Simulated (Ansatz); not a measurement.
In doubt: masses and optical values from hybrid runs of this build are listed as unsure (in some of the runs), which bears on the screening that GW takes from such a start.

Two G0W0 runs on Li3SI (antiperovskite) (Pm-3m).

The structure was built from a prototype and need not be the compound's stable phase.

```yaml
crystal:
  lattice:
    - [4.73682, 0.00000, 0.00000]
    - [0.00000, 4.73682, 0.00000]
    - [0.00000, 0.00000, 4.73682]
  atoms:
    - { symbol: I, position: [0.00000, 0.00000, 0.00000] }
    - { symbol: S, position: [0.50000, 0.50000, 0.50000] }
    - { symbol: Li, position: [0.50000, 0.50000, 0.00000] }
    - { symbol: Li, position: [0.50000, 0.00000, 0.50000] }
    - { symbol: Li, position: [0.00000, 0.50000, 0.50000] }
```

The structure was relaxed with PBE. The structure type comes from a generator and need not be one that this composition takes. The runs that relaxed it are not among those shown. Spin-orbit coupling is left out unless a run names it. PAW set soft_2, made with PBE.

The first (Ansatz 0.2.0; start HSE06, 4×4×4 mesh, 317 empty bands, screening to 120 eV; 4 threads of Arm Neoverse V2, shared host) gave, on its mesh: starting gap 4.48 eV, G0W0 gap 5.54 eV, RPA ε∞ (mean) 3.31, 2.5 min.

The second changes start from HSE06 to PBE and frequency model from contour deformation to plasmon pole. What does it give?

It gave: starting gap 3.51 eV, G0W0 gap 5.04 eV, RPA ε∞ (mean) 3.86, 56 s. The G0W0 gap moves by −0.50 eV, −0.97 eV from the start and +0.47 eV from the correction. Σc changes by +0.27 eV at the valence top and −0.14 eV at the conduction bottom, and Σx − Vxc between them by +0.88 eV.

Limits: not at the basis limit; no spin-orbit coupling.

[Paths, hosts, dates, memory and timing lines, banners, echoed tables and standing remarks are left out of the program output.]

[Logs are printed without paths, hosts, clocks, repeated set-up lines and the standing remarks that a program may print on its own settings, such as how far it seeks lower states.]

[Runs of the session that timed out or met a known fault of the program may be left out.]

[Cells called generated may have been cut or substituted from an entry of the Crystallography Open Database or the Materials Project.]

[Hosts, paths, dates, database ids (printed as entryN), source tags and the programs' standing remarks are cut or masked in the printed files.]
